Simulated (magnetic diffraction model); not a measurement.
**Moment size from magnetic intensity in Cs2KCrI6**

Space group Fm-3m (no. 225), a = 12.2530 Å.

| site | atom | x | y | z |
| --- | --- | --- | --- | --- |
| 8c | Cs | 1/4 | 3/4 | 3/4 |
| 24e | I | 0 | 0 | 0.7738 |
| 4a | Cr | 0 | 0 | 0 |
| 4b | K | 1/2 | 0 | 0 |

The compound is invented for this exercise: a known structure type with other elements, its cell scaled to their sizes and not relaxed.

Only Cr is taken to order (form factors of Cr3+); orders and moment sizes are assumed, and not adapted to the symmetry. Radiation: neutrons of λ = 2.52 Å, 3° to 100°; isotropic B of 0.39 Å² (Cs), 0.46 Å² (I), 0.62 Å² (Cr) and 0.64 Å² (K). The intensities are simulated: I ∝ L Σ (|F_N|² + |F_M⊥|²) for unpolarised neutrons, with F_M = 2.695 fm/μB × Σ f(s) S exp(2πi Q·r) exp(−B s²) at Q = H ± k (one set where k and −k are equivalent), only the part normal to Q counting and L = 1/(sin²θ cos θ). For collinear order S is the moment m, which repeats by lattice and centring translations R with the sign exp(−2πi k·R). Form factors are spin-only for 3d ions and dipole or tabulated for f ions, scattering lengths are Sears's of 1992, and absorption is left out. A label names one of the reflections at its angle. The strongest nuclear line in the range is 100, and lines under 0.2 are left out.

In a first state the assumed order is k = (1 0 0), collinear moments along [100], 2.88 μB on Cr, with this pattern:

| 2θ (°) | index | nuclear | magnetic |
| --- | --- | --- | --- |
| 16.72 | (0 1 1) | 0.0 | 12.1 |
| 20.52 | (1 1 1) | 6.3 | 0.0 |
| 23.74 | (2 0 0) | 9.1 | 0.0 |
| 26.59 | (1 2 0) | 0.0 | 7.1 |
| 29.18 | (2 1 1) | 0.0 | 2.4 |
| 33.82 | (2 2 0) | 12.0 | 0.0 |
| 35.94 | (1 2 2) | 0.0 | 3.9 |
| 37.95 | (0 3 1) | 0.0 | 3.8 |
| 39.88 | (3 1 1) | 0.5 | 0.0 |
| 41.74 | (2 2 2) | 85.9 | 0.0 |
| 43.53 | (3 2 0) | 0.0 | 0.8 |
| 45.26 | (2 3 1) | 0.0 | 3.4 |
| 48.58 | (4 0 0) | 98.9 | 0.0 |
| 50.17 | (3 2 2) | 0.0 | 2.6 |
| 51.73 | (4 1 1) | 0.0 | 1.0 |
| 53.26 | (3 3 1) | 8.5 | 0.0 |
(The table stops after 16 lines; 29 more lie at higher angle.)

**Question.** Nearer the ordering temperature the line at 16.72° has total intensity 8.8 on the same scale, and all moments have shrunk alike. How large is the Cr moment?

The nuclear part, 0.0, stays, so the magnetic part is 8.8 against 12.1. It goes as m², so m = 2.88 × √(8.8/12.1) = 2.46 μB; the value used was 2.45 μB.
